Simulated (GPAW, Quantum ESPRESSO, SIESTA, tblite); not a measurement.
**Codes compared on C(111) slab, H on the bottom face (176 atoms)**

Wanted: errors and costs of other methods on C(111) slab, H on the bottom face (176 atoms). A plane-wave run serves as the reference.

Method: Kohn-Sham DFT, PBE, SSSP efficiency 1.3.0 pseudopotentials, plane waves, in Quantum ESPRESSO 7.5.

**1. Starting point**

The cell holds 176 atoms: 160 C and 16 H. Cell: a = 10.089 Å, b = 10.089 Å, c = 19.842 Å, α = 90.0°, β = 90.0°, γ = 120.0°. It derives from C (diamond-structure). Diamond-structure C (a = 3.567 Å), (111) slab of 10 atomic planes, 4 x 4 surface cells, H on the broken bonds of the bottom face, 10 Å of vacuum; displaced by a Gaussian of 0.02 Å. Then every atom was moved at random, 0.05 Å r.m.s. a Cartesian component (hydrogen 0.6 of that). Regions: slab, 160 atoms (160 C); hydrogen, 16 atoms (16 H). Vacuum lies along c.

**2. Reference: Quantum ESPRESSO, plane waves**

The input, pw.in:

```
&control
  calculation = 'scf'
  pseudo_dir = './pseudo'
  outdir = './tmp'
  disk_io = 'none'
  tprnfor = .true.
/
&system
  ibrav = 0
  nat = 176
  ntyp = 2
  ecutwfc = 60
  ecutrho = 480
  nosym = .true.
  occupations = 'smearing'
  smearing = 'fd'
  degauss = 0.003675
/
&electrons
  conv_thr = 8.8e-07
  electron_maxstep = 100
  mixing_beta = 0.2
  mixing_mode = 'local-TF'
  diagonalization = 'david'
/
ATOMIC_SPECIES
C 12.011 C.upf
H 1.008 H.upf
CELL_PARAMETERS angstrom
10.08900 0.00000 0.00000
-5.04450 8.73733 0.00000
0.00000 0.00000 19.84249
ATOMIC_POSITIONS crystal
C 0.33637 0.91712 0.33300
C 0.25108 0.00238 0.30470
C 0.16615 0.83401 0.43288
C 0.34401 0.91856 0.41048
C 0.25294 0.00136 0.53749
C 0.16100 0.82739 0.51317
C 0.33485 0.91556 0.64479
C 0.25419 0.00428 0.62479
C 0.17045 0.83512 0.74620
C 0.34008 0.91737 0.72755
C 0.33227 0.66605 0.33245
C 0.24529 0.74950 0.30473
[... 160 atom lines left out ...]
H 0.99743 0.75055 0.25115
H 0.75305 0.25268 0.25075
H 0.99913 0.50096 0.25186
H 0.99685 0.25012 0.25396
K_POINTS gamma
```

Run with:

```bash
$ OMP_NUM_THREADS=1 mpirun -np 4 pw.x -in pw.in > output.txt
```

What it wrote:

```text
Program PWSCF
     gamma-point specific algorithms are used
     one sub-group per band group will be used
     scalapack distributed-memory algorithm (size of sub-group:  2*  2 procs)
     Parallelization info
     sticks:   dense  smooth     PW     G-vecs:    dense   smooth      PW
     Min        3005    1499    375               524100   185191   23179
     Max        3008    1504    378               524106   185200   23190
     Sum       12025    6007   1507              2096409   740783   92739
     bravais-lattice index     =            0
     lattice parameter (alat)  =      19.0654  a.u.
     unit-cell volume          =   11803.7399 (a.u.)^3
     number of atoms/cell      =          176
     number of atomic types    =            2
     number of electrons       =       656.00
[... lines left out ...]
     scf convergence threshold =      8.8E-07
[... lines left out ...]
     number of k points=     1  Fermi-Dirac smearing, width (Ry)=  0.0037
[... lines left out ...]
     total energy              =   -2966.85708706 Ry
[... lines left out ...]
     total energy              =   -2965.89456024 Ry
[... lines left out ...]
     total energy              =   -2963.52993767 Ry
[... lines left out ...]
     c_bands:  3 eigenvalues not converged
[... lines left out ...]
     total energy              =   -2963.68624525 Ry
[... lines left out ...]
     total energy              =   -2963.68624589 Ry
     estimated scf accuracy    <       0.00000131 Ry
     iteration # 41     ecut=    60.00 Ry     beta= 0.20
     negative rho (up, down):  5.961E-04 0.000E+00
     End of self-consistent calculation
          k = 0.0000 0.0000 0.0000 ( 46370 PWs)   bands (ev):
   -16.8339 -15.9982 -15.5678 -15.4000 -15.3358 -15.2846 -15.2371 -15.1379
   -14.7698 -14.6868 -14.5601 -14.4495 -14.4048 -14.3637 -14.2620 -13.4520
   -13.3356 -13.2779 -13.2110 -13.1469 -13.1304 -13.0750 -12.6296 -12.5797
[...]
10.9077  10.9354  10.9603  11.0333  11.1020  11.1292  11.1475  11.2249
    11.2673  11.2956  11.3202  11.3850  11.4169  11.4545  11.5005  11.5536
    11.5556  11.6036
     the Fermi energy is     5.5099 ev
!    total energy              =   -2963.68624552 Ry
     estimated scf accuracy    <       0.00000061 Ry
     smearing contrib. (-TS)   =      -0.03111681 Ry
     internal energy E=F+TS    =   -2963.65512871 Ry
     The total energy is F=E-TS. E is the sum of the following terms:
     one-electron contribution =  -23190.58145869 Ry
     hartree contribution      =   11895.13757907 Ry
     xc contribution           =    -758.72180808 Ry
     ewald contribution        =   10076.72222011 Ry
     one-center paw contrib.   =    -986.21166113 Ry
     convergence has been achieved in  41 iterations
     negative rho (up, down):  5.961E-04 0.000E+00
     Forces acting on atoms (cartesian axes, Ry/au):
     atom    1 type  1   force =    -0.01123393    0.00639428   -0.07616664
     atom    2 type  1   force =     0.02445072   -0.00988974    0.17802280
     atom    3 type  1   force =     0.12969371   -0.03043601    0.12928394
[...]
atom  175 type  2   force =    -0.00126349    0.00152691    0.03677059
     atom  176 type  2   force =     0.00386114   -0.00270315   -0.08515969
     Total force =     2.025990     Total SCF correction =     0.002802
     Message from routine punch:
     Nothing written, as per user request (disk_io='none')
```

Run time: 24 min. Hardware: 4 MPI ranks of Arm Neoverse N1, shared host; peak memory 10 GiB; 1.6 h of CPU time.

Banners, paths, timers and routine set-up lines are dropped from the logs unmarked, and long logs keep their key lines alone; longer cuts are marked.

Numbers from this run:

- r.m.s. force component: 2.267 eV/Å
- longest force: 8.715 eV/Å

**3. Structure statistics**

Normalised to the volume that the atoms fill. Pair distribution functions g(r), in bins of 0.2 Å:

```tsv
r (Å)	total	C-C	C-H	H-H
1.00	0.29	0.00	1.76	0.00
1.20	0.09	0.00	0.52	0.00
1.40	0.84	1.01	0.00	0.00
1.60	2.59	3.13	0.00	0.00
1.80	0.04	0.04	0.00	0.00
2.00	0.00	0.00	0.00	0.00
2.20	0.28	0.00	1.69	0.00
2.40	1.48	1.72	0.00	6.95
2.60	2.42	2.72	0.16	17.85
2.80	0.82	0.61	1.93	0.00
3.00	1.99	2.41	0.00	0.00
3.20	0.07	0.06	0.14	0.00
3.40	0.32	0.18	1.03	0.00
3.60	0.69	0.80	0.20	0.00
3.80	0.92	1.08	0.17	0.00
4.00	0.64	0.71	0.35	0.00
4.20	0.55	0.44	1.10	0.18
4.40	1.97	2.19	0.59	8.06
4.60	1.15	1.25	0.68	0.00
4.80	0.23	0.25	0.12	0.00
5.00	0.81	0.79	0.61	6.03
5.20	1.21	1.29	0.89	0.12
5.40	0.66	0.63	0.84	0.00
5.60	0.95	1.10	0.25	0.00
5.80	0.67	0.80	0.10	0.00
6.00	0.25	0.19	0.53	0.00
6.20	0.51	0.49	0.64	0.00
6.40	0.87	0.90	0.73	0.00
```

Bonds by pair of elements; cutoffs follow the first minimum of g(r), held within bounds set by covalent radii, and pairs that aren't listed don't count as bonded:

```tsv
pair A-B	cutoff (Å)	bonds	mean length (Å)	spread (Å)	shortest (Å)	B about A	A about B
C-C	1.85	304	1.55	0.068	1.35	3.8	3.8
C-H	1.34	16	1.08	0.034	1.03	0.1	1
```

How many atoms have how many bonded neighbours:

```tsv
element	mean	1	3	4
C	3.9	0	16	144
H	1	16	0	0
```

Rings of the network by King's shortest-path rule, up to 12 atoms, one path for each pair of neighbours; H, halogens, alkali and alkaline-earth atoms are left out, and the last column divides by all other atoms, bonded or not:

```tsv
ring size (atoms)	rings	per network atom
6	270	1.69
```

**4. The other programs**

The programs:
- GPAW 26.7.0: PAW with atomic orbitals (LCAO), plane waves or a real-space grid of spacing h.
- SIESTA 5.4.2: numerical atomic orbitals, whose automatically made sets are far from complete, with PseudoDojo norm-conserving potentials that we converted to its format (checked against plane waves on the same files for H, C, O, Si, Ge and Ca alone); labels give functional, basis size, energy shift and mesh cutoff.
- tblite 0.8.0: extended tight binding, driven from Python.

All use the same cell and atoms; the electronic-structure runs use the same k-mesh, and an electronic temperature of 580 K (0.05 eV) where levels are smeared.

Differences are against the plane-wave reference, forces as r.m.s. over components; share is that over the reference's r.m.s. force, slope the least-squares factor from reference forces to these. Total energies of different programs have different zeros and aren't compared.

```tsv
run	Δ force, r.m.s. (meV/Å)	share (%)	slope	cores	CPU time	memory (GiB)
reference	-	-	-	4	1.6 h	10.0
GPAW PBE, LCAO dzp, h 0.2 Å	170	7.49	1.044	4	55 min	4.1
GPAW PBE, LCAO dzp, h 0.2 Å, other mixer settings	170	7.51	1.045	4	60 min	4.0
GPAW PBE, LCAO dzp, h 0.22 Å (coarse)	172	7.61	1.045	4	50 min	3.8
GPAW PBE, LCAO sz(dzp), h 0.2 Å (coarse)	988	43.6	1.228	1	4.9 min	0.96
GPAW PBE, LCAO szp(dzp), h 0.2 Å (coarse)	549	24.2	1.088	2	19 min	1.8
SIESTA PBE, DZP, shift 0.01 Ry, mesh 150 Ry (coarse)	217	9.55	1.062	4	20 min	2.0
SIESTA PBE, DZP, shift 0.01 Ry, mesh 300 Ry	216	9.55	1.062	4	36 min	2.6
SIESTA PBE, SZ, shift 0.01 Ry, mesh 300 Ry (coarse)	1125	49.6	1.276	1	5.8 min	0.74
tblite GFN1-xTB	386	17.0	1.010	1	12 s	0.15
```

Rows marked coarse were listed beforehand as settings not expected to be converged; some can still land near the reference.

CPU time is summed over cores on a shared host, where runs went side by side, so it is rough. Symmetry, cutoffs, thresholds, outputs and thread counts weren't matched or tuned between programs; memory under MPI is the largest rank's times the ranks.

Within one program, basis, potentials and functional, energies share a zero. Each run against its twin at the usual cutoff or grid and solver:

```tsv
run	twin	Δ energy (meV/atom)	Δ force, r.m.s. (meV/Å)	CPU time over the twin's
GPAW PBE, LCAO dzp, h 0.2 Å, other mixer settings	LCAO dzp, h 0.2 Å	2.0e-4	8.33	1.1
GPAW PBE, LCAO dzp, h 0.22 Å	LCAO dzp, h 0.2 Å	74.5	25.7	0.91
SIESTA PBE, DZP, shift 0.01 Ry, mesh 150 Ry	DZP, shift 0.01 Ry, mesh 300 Ry	0.205	2.55	0.56
```

A second geometry, displaced anew (every atom was moved at random, 0.04 Å r.m.s. a Cartesian component (hydrogen 0.6 of that)), gives an energy difference that all programs can be tested on. The reference puts it at -31.24 meV/atom.

```tsv
run	energy less the first geometry's (meV/atom)	error (meV/atom)	force share at the second geometry (%)
tblite GFN1-xTB	-39.12	-7.88	17.3
GPAW PBE, LCAO dzp, h 0.2 Å	-33.68	-2.43	7.80
SIESTA PBE, DZP, shift 0.01 Ry, mesh 300 Ry	-34.69	-3.45	9.62
GPAW PBE, LCAO sz(dzp), h 0.2 Å	-45.83	-14.6	46.9
GPAW PBE, LCAO dzp, h 0.22 Å	-33.66	-2.42	7.99
GPAW PBE, LCAO dzp, h 0.2 Å, other mixer settings	-33.68	-2.43	7.74
GPAW PBE, LCAO szp(dzp), h 0.2 Å	-37.14	-5.90	26.7
SIESTA PBE, SZ, shift 0.01 Ry, mesh 300 Ry	-48.74	-17.5	52.6
SIESTA PBE, DZP, shift 0.01 Ry, mesh 150 Ry	-34.69	-3.45	9.63
```

**5. Results**

```json
{
  "reference r.m.s. force component": "2.27 eV/Å",
  "nearest in forces": "a tie at 7.5 % of 2 runs: GPAW PBE, LCAO dzp, h 0.2 Å; GPAW PBE, LCAO dzp, h 0.2 Å, other mixer settings",
  "farthest in forces": "SIESTA PBE, SZ, shift 0.01 Ry, mesh 300 Ry (coarse), 50 %",
  "cheapest electronic-structure run beside the reference": "tblite GFN1-xTB, 12 s of CPU time"
}
```

**Reading.** The PBE runs in local orbitals, coarse settings apart, differ by 7.5 % (GPAW PBE, LCAO dzp, h 0.2 Å) to 9.5 % (SIESTA PBE, DZP, shift 0.01 Ry, mesh 300 Ry); basis, grid and potentials can all enter. Tight binding differs by 17 % (tblite GFN1-xTB); it is another model, with fitted parameters of its own, and the xTB methods hold dispersion. Runs with settings chosen to be coarse differ by 7.6 % (GPAW PBE, LCAO dzp, h 0.22 Å) to 50 % (SIESTA PBE, SZ, shift 0.01 Ry, mesh 300 Ry), their programs' other errors included. Of the electronic-structure runs that take under half the reference's CPU time, SIESTA PBE, DZP, shift 0.01 Ry, mesh 300 Ry is among the nearest, at 9.5 % in 36 min against 1.6 h. The energy difference between the two geometries, -31.2 meV/atom in the reference, is met best by GPAW PBE, LCAO dzp, h 0.2 Å (-2.43), GPAW PBE, LCAO dzp, h 0.22 Å (coarse) (-2.42) and GPAW PBE, LCAO dzp, h 0.2 Å, other mixer settings (-2.43) and worst by SIESTA PBE, SZ, shift 0.01 Ry, mesh 300 Ry (coarse) (-17.5). In the reference: levels near the Fermi energy are neither full nor empty under the smearing, so no gap is quoted. In the reference: By these cutoffs 90 % of C atoms have 4 and all H atoms have 1 bonded neighbour. Periodic xTB results under one method name differ between programs and library versions. With short bonds to hydrogen, sets of potentials differ among themselves by several per cent in forces even at converged cutoffs, so the reference isn't exact here either. The runs have no spin polarisation, so any moments at edges, vacancies or dangling bonds can't form. The electronic-structure runs sample only Γ, in a cell whose shortest periodic width is 9 Å, which is coarse for a cell with partly filled levels.

[Also dropped from logs without a mark: logging warnings of Python, and SIESTA's first energy breakdown and zero terms.]

[Logs are printed without paths, hosts, clocks, repeated set-up lines and the standing remarks that a program may print on its own settings, such as how far it seeks lower states.]

[Hosts, paths, dates, database ids (printed as entryN), source tags and the programs' standing remarks are cut or masked in the printed files.]
